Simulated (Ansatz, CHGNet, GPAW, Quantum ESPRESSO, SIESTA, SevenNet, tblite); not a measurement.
# What went wrong? GPAW on amorphous Si0.9Ge0.1 (71 atoms)

Program: GPAW 26.7.0, a calculation on a cell of 64 Si and 7 Ge, 21.2 Å³ an atom.

Input file run.py:

```python
import numpy as np
from ase.io import read
from gpaw import GPAW, FermiDirac

atoms = read("structure.xyz")
atoms.calc = GPAW(
    mode="lcao",
    basis="dzp",
    h=0.2,
    xc="PBE",
    kpts={"size": (1, 1, 1), "gamma": True},
    occupations=FermiDirac(0.05),
    maxiter=60,
    symmetry={"point_group": False},
    nbands=88,
    txt="gpaw.txt",
)
energy = atoms.get_potential_energy(force_consistent=True)
forces = atoms.get_forces()
print(f"energy {energy:.6f} eV")
print("forces (eV/A)")
for i, (a, f) in enumerate(zip(atoms, forces)):
    print(f"{i:4d} {a.symbol:2s} {f[0]:10.5f} {f[1]:10.5f} {f[2]:10.5f}")
print(f"Fermi level {atoms.calc.get_fermi_level():.4f} eV")
for k in range(len(atoms.calc.get_ibz_k_points())):
    for s in range(atoms.calc.get_number_of_spins()):
        e = atoms.calc.get_eigenvalues(kpt=k, spin=s)
        n = np.searchsorted(e, atoms.calc.get_fermi_level())
        print(f"k {k} spin {s} levels about the Fermi level:", np.round(e[max(n - 6, 0):n], 4).tolist(), "|", np.round(e[n:n + 6], 4).tolist())
```

Input file structure.xyz:

```xyz
71
Lattice="11.46160 0.00000 0.00000 0.00000 11.46160 0.00000 0.00000 0.00000 11.46160" Properties=species:S:1:pos:R:3 pbc="T T T"
Si 0.26419 7.62483 10.10707
Si 5.58879 8.71953 5.85183
Si 0.77973 3.85545 2.55869
Si 6.87719 6.43855 10.51304
Si 8.54611 6.25746 5.95396
Si 5.73791 9.08011 1.34869
Si 6.72326 11.14297 0.46844
Si 3.71883 7.12224 5.56403
Si 3.05406 5.48587 0.00115
Si 5.60232 5.83991 3.02838
[... 57 atom lines left out ...]
Ge 3.53499 10.10902 9.86282
Ge 10.48381 2.12555 2.96500
Ge 4.37157 4.22738 1.72944
Ge 8.14691 10.59579 3.90520
```

Run with:

```console
> OMP_NUM_THREADS=1 python run.py > output.txt
```

What it wrote:

```text
ValueError: Too few bands!  Electrons: 284.0, bands: 88
```

gpaw.txt:

```text
Input parameters:
  mode=LCAO(),
  basis={'default': 'dzp'},
  h=0.2,
  kpts=MonkhorstPack(size=(1, 1, 1), gamma=True),
  maxiter=60,
  nbands=88,
  occupations=Occupations(name='fermi-dirac', width=0.05, fixmagmom=False),
  symmetry=Symmetry(point_group=False),
  xc=XC(name='PBE')
timing:  # [seconds]
  Total: 0.112  # ━━━━━━━━━━━━━━━━━━━━━━━━━━━━━━━━━━━━━━━━━━━━━━━━━━━━━━━━━━━
  Init:  0.091  # ━━━━━━━━━━━━━━━━━━━━━━━━━━━━━━━━━━━━━━━━━━━━━━━╸
```

Elapsed: 1.2 s, on 1 thread of Arm Neoverse V2, shared host; peak memory 0.12 GiB.

Banners, paths, timers and routine set-up lines are dropped from the logs unmarked, and long logs keep their key lines alone; longer cuts are marked.

**Question.** Which part of the input is at fault, and how is it mended?

Too few bands: bands 88. Mend: ask for at least half as many bands as electrons, and some more for the smearing.

The program stopped at the start.

[Also dropped from logs without a mark: logging warnings of Python, and SIESTA's first energy breakdown and zero terms.]

[Logs are printed without paths, hosts, clocks, repeated set-up lines and the standing remarks that a program may print on its own settings, such as how far it seeks lower states.]

[Hosts, paths, dates, database ids (printed as entryN), source tags and the programs' standing remarks are cut or masked in the printed files.]
